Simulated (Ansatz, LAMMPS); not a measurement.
# Elastic response of amorphous 29Ga2O3-71GeO2 (mol %) (86 atoms), part 4 of 4

Aim: relax amorphous 29Ga2O3-71GeO2 (mol %) (86 atoms), then change its volume and shape to read moduli from the stress.

Ansatz 0.2.0; Kohn-Sham DFT, PBE, PAW (set soft_2), plane waves.

The cell: 14 Ga, 17 Ge and 55 O. The quench rate of 100 K/ps is many orders above laboratory rates. The network of bonds at the start is that of the classical potential that made the cell. The Brillouin zone is sampled at Γ only.

So far. Step 7 (Volume -6 %): The relaxation converged after 8 steps, 1.31 eV below its start, with a largest force component of 0.024 eV/Å. Step 7 (Volume -6 %): Volume -6 %: the energy stands 0.816 eV above that of the reference, at a pressure of 3.81 GPa.

**8. Volume +6 %**

The relaxed cell is scaled to another volume.

Input and log are left out; they have the form of those shown for this kind of step.

Run time: 2.1 min. Hardware: 4 threads of AMD EPYC 9R14 (Zen 4), shared host; peak memory 2 GiB; 7.7 min of CPU time.

The relaxation converged after 11 steps, 1.02 eV below its start, with a largest force component of 0.025 eV/Å.

Volume +6 %: the energy stands 0.668 eV above that of the reference, at a pressure of -2.68 GPa.

**9. Volume -10 %**

The relaxed cell is scaled to another volume.

Input and log are left out; they have the form of those shown for this kind of step.

It took 88 s on 4 threads of AMD EPYC 9R14 (Zen 4), shared host; peak memory 1.7 GiB; 5.4 min of CPU time.

The relaxation converged after 9 steps, 4.00 eV below its start, with a largest force component of 0.024 eV/Å.

Volume -10 %: the energy stands 2.40 eV above that of the reference, at a pressure of 6.89 GPa.

**10. Stretched by 1 % along x**

The relaxed cell is strained along x alone, which gives the stiffness along x and its coupling to y and z.

File input.yaml:

```yaml
crystal:
  lattice:
    - [10.92856, -0.02153, -0.03635]
    - [-0.02175, 10.68539, 0.05068]
    - [-0.03671, 0.05068, 10.36234]
  atoms:
    [... the 86 atom lines of step 4 ...]
kpoints:
  mp_grid: { grid: [1, 1, 1] }
hamiltonian:
  xc: pbe
scf:
  occupations: { method: fermi_dirac, width: 0.025 }
output:
  forces: true
  eigenvalues: true
  stress: true
relax:
  f_tol: 0.05
  max_steps: 70
```

Command:

```console
$ ansatz run input.yaml --threads 4 --pin off --max-ram 8192MiB --backend cpu --events-out ev --progress --plain --runs-dir out
```

The log of the run:

```text
[...]
Crystal: 86 atoms, lattice volume = 1210.025 Å³
Basis set: ecut = 420 eV, 23631 PW (Γ), exchange–correlation on 150×144×144 points (8 copies of the dense FFT grid, shifted against one another)
Bands: 461, of which v1, the nominal top of the filled ones, is band 375 counted from 1 (374 counted from 0)
Symmetry: 1 space group operations
[...]
k-points: 1
[...]
SCF iter   1: F=—  HF=-157183.726220 eV  |F-HF|=—  |Δ(HF+E_count)|=         —  Δρ=2.69e-3  dr2=9.55e-2  ethr=1.77e-3  ⟨swp⟩=6.0  Hψ=1688  notcnv=0  defer=53
[...]
SCF iter   5: F=—  HF=-157183.725099 eV  |F-HF|=—  |Δ(HF+E_count)|=   2.67e-5  Δρ=1.29e-4  dr2=1.95e-4  ethr=7.43e-8  ⟨swp⟩=2.0  Hψ=666  notcnv=0  defer=80
SCF iter   6: F=-157183.725081 eV  HF=-157183.725087 eV  |F-HF|=6.10e-6  |Δ(HF+E_count)|=   1.13e-5  Δρ=3.91e-5  dr2=1.97e-5  ethr=8.33e-9  ⟨swp⟩=13.0  Hψ=2156  notcnv=0
SCF 1 converged in 6 iterations: F = -157183.725081 eV  dr2 = 1.97e-5
[...]
relax step   1: F+E_penalty+E_count = -157183.72508136 eV  Δ(F+E_penalty+E_count) = +0.000e0 eV  max|allowed force component| = 3.119e-1 eV/Å  Δτ_max = 0.0000 Å  (6 SCF iters, dr2 threshold 6.25e-5 eV, accepted)
[...]
relax step   2: F+E_penalty+E_count = -157183.76108990 eV  Δ(F+E_penalty+E_count) = -3.601e-2 eV  max|allowed force component| = 1.509e-1 eV/Å  Δτ_max = 0.0237 Å  (6 SCF iters, dr2 threshold 6.08e-6 eV, accepted)
[...]
relax step   3: F+E_penalty+E_count = -157183.77550806 eV  Δ(F+E_penalty+E_count) = -1.442e-2 eV  max|allowed force component| = 4.843e-2 eV/Å  Δτ_max = 0.0190 Å  (9 SCF iters, accepted)
SCF converged after 9 iterations
Free energy (F): -157183.775508 eV
[...]
Internal energy: -157183.775508 eV  (E = F + TS)
E sigma→0 (E₀):  -157183.775508 eV
Fermi energy:    5.277687 eV
[...]
Σ components = -157183.775508   (vs F -157183.775508, Δ=0.00e0)
--- Forces (eV/Å), atoms counted from 1 ---
  atom   1  Ga    -0.00809389    -0.01394638    -0.02385227
  atom   2  Ga     0.01726353    -0.01517609     0.00339679
  atom   3  Ga     0.00425806     0.01094224     0.01064914
  atom   4  Ga     0.00545179     0.00811939     0.04554550
[...]
atom  86  O     -0.03297922    -0.00003678    -0.01681354
  max |Σ_I F_I| component: 2.73e-5 eV/Å
--- Stress (GPa, compression-positive) ---
       -1.188606      -0.043751      -0.000992
       -0.043751      -0.483665      -0.024948
       -0.000992      -0.024948      -0.541848
  P = ⅓ Tr σ = -0.7380 GPa (-7.380 kbar)
--- Band table (eV) ---
[...]
--- Relaxed structure (3 steps of the walk, 3 accepted, 0 SCFs on fresh bases) ---
  F+E_penalty+E_count = -157183.77550806 eV   max|allowed force component| = 4.843e-2 eV/Å
  atoms:
    - { symbol: Ga, position: [0.205796, 0.720145, 0.067803] }
    - { symbol: Ga, position: [0.525460, 0.026169, 0.282120] }
    - { symbol: Ga, position: [0.571846, 0.074089, 0.00452647] }
    - { symbol: Ga, position: [0.201537, 0.243171, 0.785080] }
[...]
- { symbol: O, position: [0.492764, 0.459151, 0.013371] }
```

Run time: 32 s. Hardware: 4 threads of AMD EPYC 9R14 (Zen 4), shared host; peak memory 1.9 GiB; 2 min of CPU time.

The relaxation converged after 3 steps, 0.0504 eV below its start, with a largest force component of 0.048 eV/Å.

Stretched by 1 % along x: the energy stands 0.0418 eV above that of the reference, at a pressure of -0.738 GPa.

**11. Compressed by 1 % along x**

The relaxed cell is strained along x alone, which gives the stiffness along x and its coupling to y and z.

input.yaml, the sections that differ from step 10:

```yaml
crystal:
  lattice:
    - [10.71216, -0.02153, -0.03635]
    - [-0.02131, 10.68539, 0.05068]
    - [-0.03599, 0.05068, 10.36234]
  atoms:
    [... the 86 atom lines of step 4 ...]
# kpoints, hamiltonian, scf, output, relax: as in step 10
```

The log of the run:

```text
[...]
Crystal: 86 atoms, lattice volume = 1186.065 Å³
Basis set: ecut = 420 eV, 23177 PW (Γ), exchange–correlation on 144×144×144 points (8 copies of the dense FFT grid, shifted against one another)
Bands: 461, of which v1, the nominal top of the filled ones, is band 375 counted from 1 (374 counted from 0)
Symmetry: 1 space group operations
[...]
k-points: 1
[...]
SCF iter   1: F=—  HF=-157183.724505 eV  |F-HF|=—  |Δ(HF+E_count)|=         —  Δρ=2.66e-3  dr2=9.10e-2  ethr=1.77e-3  ⟨swp⟩=6.0  Hψ=1685  notcnv=0  defer=56
[...]
SCF iter   6: F=-157183.724947 eV  HF=-157183.724951 eV  |F-HF|=4.51e-6  |Δ(HF+E_count)|=   9.17e-6  Δρ=3.70e-5  dr2=1.69e-5  ethr=8.33e-9  ⟨swp⟩=10.0  Hψ=2213  notcnv=0
SCF 1 converged in 6 iterations: F = -157183.724947 eV  dr2 = 1.69e-5
[...]
relax step   1: F+E_penalty+E_count = -157183.72494692 eV  Δ(F+E_penalty+E_count) = +0.000e0 eV  max|allowed force component| = 3.406e-1 eV/Å  Δτ_max = 0.0000 Å  (6 SCF iters, dr2 threshold 6.25e-5 eV, accepted)
[...]
relax step   2: F+E_penalty+E_count = -157183.76366457 eV  Δ(F+E_penalty+E_count) = -3.872e-2 eV  max|allowed force component| = 1.649e-1 eV/Å  Δτ_max = 0.0234 Å  (6 SCF iters, dr2 threshold 7.25e-6 eV, accepted)
[...]
relax step   3: F+E_penalty+E_count = -157183.77942958 eV  Δ(F+E_penalty+E_count) = -1.577e-2 eV  max|allowed force component| = 5.035e-2 eV/Å  Δτ_max = 0.0197 Å  (9 SCF iters, accepted)
relax step   4: F+E_penalty+E_count = -157183.77626489 eV  Δ(F+E_penalty+E_count) = +3.165e-3 eV  max|allowed force component| = 1.423e-1 eV/Å  Δτ_max = 0.0325 Å  (9 SCF iters, rejected (line search))
[...]
relax step   5: F+E_penalty+E_count = -157183.78258184 eV  Δ(F+E_penalty+E_count) = -3.152e-3 eV  max|allowed force component| = 2.973e-2 eV/Å  Δτ_max = 0.0092 Å  (8 SCF iters, accepted)
SCF converged after 8 iterations
Free energy (F): -157183.782582 eV
[...]
Internal energy: -157183.782582 eV  (E = F + TS)
E sigma→0 (E₀):  -157183.782582 eV
Fermi energy:    5.535347 eV
[...]
--- Forces (eV/Å), atoms counted from 1 ---
  atom   1  Ga     0.00237821     0.00442150    -0.00148130
  atom   2  Ga    -0.00822357     0.00033891    -0.00137487
  atom   3  Ga     0.00035403    -0.01324211    -0.00684349
  atom   4  Ga    -0.00991261     0.00103699    -0.02972707
  atom   5  Ga    -0.00235326    -0.01174093    -0.00691752
  atom   6  Ga     0.00406889     0.01785898    -0.01035230
  atom   7  Ga    -0.00488479     0.00098713     0.00782327
  atom   8  Ga    -0.00405459     0.00008986     0.00489542
  atom   9  Ga    -0.01954214    -0.01225488     0.00077359
  atom  10  Ga    -0.00905621     0.01941063     0.01437884
  atom  11  Ga    -0.00268224    -0.01397938     0.00215075
  atom  12  Ga     0.00025804     0.01053660    -0.00154487
  atom  13  Ga    -0.02175076    -0.00324164    -0.01347946
  atom  14  Ga    -0.00460099     0.00081628     0.00556142
[...]
atom  85  O      0.01041478    -0.00690750    -0.01680524
  atom  86  O     -0.00997437     0.02228728    -0.01428309
  max |Σ_I F_I| component: 9.05e-5 eV/Å
--- Stress (GPa, compression-positive) ---
        1.078970       0.040304      -0.022380
        0.040304       0.402234      -0.009268
       -0.022379      -0.009268       0.458045
  P = ⅓ Tr σ = 0.6464 GPa (6.464 kbar)
--- Band table (eV) ---
[...]
--- Relaxed structure (5 steps of the walk, 4 accepted, 0 SCFs on fresh bases) ---
  F+E_penalty+E_count = -157183.78258184 eV   max|allowed force component| = 2.973e-2 eV/Å
  atoms:
    - { symbol: Ga, position: [0.203429, 0.721100, 0.069443] }
    - { symbol: Ga, position: [0.524539, 0.026480, 0.281459] }
    - { symbol: Ga, position: [0.573813, 0.074408, 0.00547056] }
    - { symbol: Ga, position: [0.201252, 0.244614, 0.783148] }
[...]
- { symbol: O, position: [0.493888, 0.459371, 0.012408] }
```

The job ended after 52 s (4 threads; peak memory 1.8 GiB).

The relaxation converged after 5 steps, 0.0576 eV below its start, with a largest force component of 0.030 eV/Å.

Compressed by 1 % along x: the energy stands 0.0347 eV above that of the reference, at a pressure of 0.646 GPa.

**12. Sheared by 2 % in xy**

A shear of the relaxed cell gives the modulus that volume changes can't reach.

input.yaml, the sections that differ from step 11:

```yaml
crystal:
  lattice:
    - [10.82014, 0.08667, -0.03635]
    - [0.08532, 10.68517, 0.05068]
    - [-0.03584, 0.05032, 10.36234]
  atoms:
    [... the 86 atom lines of step 4 ...]
# kpoints, hamiltonian, scf, output, relax: as in step 11
```

The log of the run:

```text
[...]
Crystal: 86 atoms, lattice volume = 1197.924 Å³
Basis set: ecut = 420 eV, 23371 PW (Γ), exchange–correlation on 150×144×144 points (8 copies of the dense FFT grid, shifted against one another)
Bands: 461, of which v1, the nominal top of the filled ones, is band 375 counted from 1 (374 counted from 0)
Symmetry: 1 space group operations
[...]
k-points: 1
[...]
SCF iter   1: F=—  HF=-157183.673528 eV  |F-HF|=—  |Δ(HF+E_count)|=         —  Δρ=2.69e-3  dr2=9.43e-2  ethr=1.77e-3  ⟨swp⟩=6.0  Hψ=1692  notcnv=0  defer=53
[...]
SCF iter   6: F=-157183.672303 eV  HF=-157183.672308 eV  |F-HF|=5.65e-6  |Δ(HF+E_count)|=   1.21e-5  Δρ=3.83e-5  dr2=1.83e-5  ethr=8.33e-9  ⟨swp⟩=12.0  Hψ=2155  notcnv=0
SCF 1 converged in 6 iterations: F = -157183.672303 eV  dr2 = 1.83e-5
[...]
relax step   1: F+E_penalty+E_count = -157183.67230268 eV  Δ(F+E_penalty+E_count) = +0.000e0 eV  max|allowed force component| = 4.697e-1 eV/Å  Δτ_max = 0.0000 Å  (6 SCF iters, dr2 threshold 6.25e-5 eV, accepted)
[...]
relax step   2: F+E_penalty+E_count = -157183.73584092 eV  Δ(F+E_penalty+E_count) = -6.354e-2 eV  max|allowed force component| = 2.638e-1 eV/Å  Δτ_max = 0.0292 Å  (6 SCF iters, dr2 threshold 1.38e-5 eV, accepted)
[...]
relax step   3: F+E_penalty+E_count = -157183.76047609 eV  Δ(F+E_penalty+E_count) = -2.464e-2 eV  max|allowed force component| = 6.590e-2 eV/Å  Δτ_max = 0.0275 Å  (6 SCF iters, dr2 threshold 4.35e-6 eV, accepted)
relax step   4: F+E_penalty+E_count = -157183.73256875 eV  Δ(F+E_penalty+E_count) = +2.791e-2 eV  max|allowed force component| = 1.332e-1 eV/Å  Δτ_max = 0.1322 Å  (10 SCF iters, rejected (line search))
[...]
relax step   5: F+E_penalty+E_count = -157183.76524763 eV  Δ(F+E_penalty+E_count) = -4.772e-3 eV  max|allowed force component| = 4.020e-2 eV/Å  Δτ_max = 0.0329 Å  (9 SCF iters, accepted)
SCF converged after 9 iterations
Free energy (F): -157183.765248 eV
[...]
Internal energy: -157183.765248 eV  (E = F + TS)
E sigma→0 (E₀):  -157183.765248 eV
Fermi energy:    5.407745 eV
[...]
--- Forces (eV/Å), atoms counted from 1 ---
  atom   1  Ga     0.01913138    -0.00580588    -0.01095112
  atom   2  Ga     0.01062416    -0.00221857    -0.00571128
  atom   3  Ga     0.01260162    -0.00382216    -0.00455794
  atom   4  Ga     0.00436719     0.00138121     0.01370097
  atom   5  Ga    -0.01215374     0.00559117    -0.01202384
  atom   6  Ga    -0.00538381    -0.00525286    -0.01059608
  atom   7  Ga     0.00606656     0.00761634    -0.00793145
  atom   8  Ga    -0.00244683    -0.00558255     0.01005811
  atom   9  Ga     0.00135397    -0.00994179    -0.00180776
  atom  10  Ga     0.00492027    -0.00326617     0.00278365
  atom  11  Ga     0.01296384    -0.02035059    -0.00598572
  atom  12  Ga     0.00605410     0.01260754    -0.00228877
  atom  13  Ga    -0.00004036     0.01814880     0.00774155
  atom  14  Ga    -0.00003651    -0.02181576     0.01581717
[...]
atom  85  O     -0.01829170     0.02368495     0.00826370
  atom  86  O     -0.01437868     0.01863508    -0.00954315
  max |Σ_I F_I| component: 9.49e-5 eV/Å
--- Stress (GPa, compression-positive) ---
       -0.093971      -0.639449       0.016722
       -0.639449      -0.063319       0.063935
        0.016722       0.063935      -0.026558
  P = ⅓ Tr σ = -0.0613 GPa (-0.613 kbar)
--- Band table (eV) ---
[...]
--- Relaxed structure (5 steps of the walk, 4 accepted, 0 SCFs on fresh bases) ---
  F+E_penalty+E_count = -157183.76524763 eV   max|allowed force component| = 4.020e-2 eV/Å
  atoms:
    - { symbol: Ga, position: [0.204790, 0.723012, 0.067773] }
    - { symbol: Ga, position: [0.524195, 0.026285, 0.281395] }
    - { symbol: Ga, position: [0.572267, 0.073010, 0.00451789] }
    - { symbol: Ga, position: [0.200824, 0.245772, 0.786161] }
[...]
- { symbol: O, position: [0.494866, 0.459111, 0.012077] }
```

Elapsed: 53 s, on 4 threads; peak memory 1.9 GiB.

The relaxation converged after 5 steps, 0.0929 eV below its start, with a largest force component of 0.040 eV/Å.

Sheared by 2 % in xy: the energy stands 0.0520 eV above that of the reference, at a pressure of -0.0613 GPa.

**13. Pressure against volume**

Atoms are relaxed at each volume, in the scaled cell.

| volume change (%) | volume (Å³/atom) | energy change (meV/atom) | pressure (GPa) | largest move on relaxing (Å) | bonds | gap (eV) |
| --- | --- | --- | --- | --- | --- | --- |
| -10 | 12.538 | 27.87 | 6.89 | 0.38 | 142 | 1.90 |
| -6 | 13.095 | 9.48 | 3.81 | 0.30 | 142 | 1.88 |
| -3 | 13.513 | 2.18 | 1.79 | 0.16 | 141 | 1.83 |
| +0 | 13.931 | 0.00 | 0.00 | - | 140 | 1.75 |
| +3 | 14.349 | 2.11 | -1.59 | 0.19 | 140 | 1.65 |
| +6 | 14.767 | 7.77 | -2.68 | 0.43 | 137 | 1.53 |

**14. Uniaxial strain and shear**

Stress (GPa, compression positive) less that of the relaxed cell, atoms relaxed:

| strain | xx | yy | zz | xy | energy change (meV/atom) |
| --- | --- | --- | --- | --- | --- |
| stretched by 1 % along x | -1.187 | -0.479 | -0.533 | -0.041 | 0.49 |
| compressed by 1 % along x | 1.080 | 0.406 | 0.467 | 0.043 | 0.40 |
| sheared by 2 % in xy | -0.093 | -0.059 | -0.018 | -0.637 | 0.60 |

**15. What came out**

The bulk modulus, from the slope of pressure against ln V over the three points nearest the relaxed volume, is 56.3 GPa; a quadratic over all points gives a pressure derivative of about 4.2. The count of bonds runs from 137 to 142 over the series, so at some points contacts cross the cutoffs. The gap changes by -2.3 eV per unit of ln V, on the run's k-points. In the Cartesian axes of the cell, finite differences give C11 = 113, C12 = 44.3, C13 = 50.0 and C66 = 31.9 GPa (the shear of 2 % is the engineering strain, εxy = 0.01). The mean of C11, C12 and C13, which equals the bulk modulus in a cubic or isotropic solid, is 69.2 GPa: it lies 23 % over the bulk modulus from the volumes. For an isotropic solid C66 would equal (C11 − C12)/2 = 34.5 GPa; so small a sample needn't be isotropic, and C66 rests on one shear. With the bulk modulus and C66 as K and G, Young's modulus would be about 80 GPa and Poisson's ratio 0.26.

Caveats: Strains are finite and relaxations stop at the force tolerance of the input, which can leave moduli too stiff; they are those of a static cell at zero temperature. Volumes are changed with the cell's shape held, so in an anisotropic solid the modulus lies over the one under free hydrostatic load. The program notes that the SCF threshold of the relaxations is loose for the stress.

The DFT runs together took 15 min of wall time.

[Long decimals in the printed logs are rounded to 6 places.]

[Logs are printed without paths, hosts, clocks, repeated set-up lines and the standing remarks that a program may print on its own settings, such as how far it seeks lower states.]

[Hosts, paths, dates, database ids (printed as entryN), source tags and the programs' standing remarks are cut or masked in the printed files.]
